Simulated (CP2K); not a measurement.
The N K edge of ammonium dihydrate was computed by TDDFT (CP2K XAS_TDP, aug-cc-pVDZ, TDA) at these levels: PBE, PBEh(45%) and PBEh(45%) + GW2X. The first three lines of N1 (bonded to 4 H, gives 2 H bonds) with a strength over 0.0015, energy in eV and strength:

```
run           first          second           third
  1  383.50 (0.002)  384.00 (0.006)  384.71 (0.011)
  2  406.46 (0.009)  407.37 (0.040)  408.35 (0.019)
  3  399.98 (0.009)  400.89 (0.041)  401.86 (0.019)
```

**Question.** Which run is which?

Run 1: PBE (0 % exact exchange). Run 2: PBEh(45%) + GW2X (45 % exact exchange). Run 3: PBEh(45%) (45 % exact exchange). Self-interaction lifts the core level, so the uncorrected lines rise with the share of exact exchange. The GW2X run keeps the spacings of its parent: 0.91 eV between the first two lines in run 2, 0.91 eV in run 3. Its shift is +6.48 eV, since the Kohn–Sham level at this share of exchange lies that far above the quasiparticle level.

[Banner, clock and machine lines of the logs are left out without a mark of their own.]

[Logs are printed without paths, hosts, clocks, repeated set-up lines and the standing remarks that a program may print on its own settings, such as how far it seeks lower states.]

[Hosts, paths, dates, database ids (printed as entryN), source tags and the programs' standing remarks are cut or masked in the printed files.]
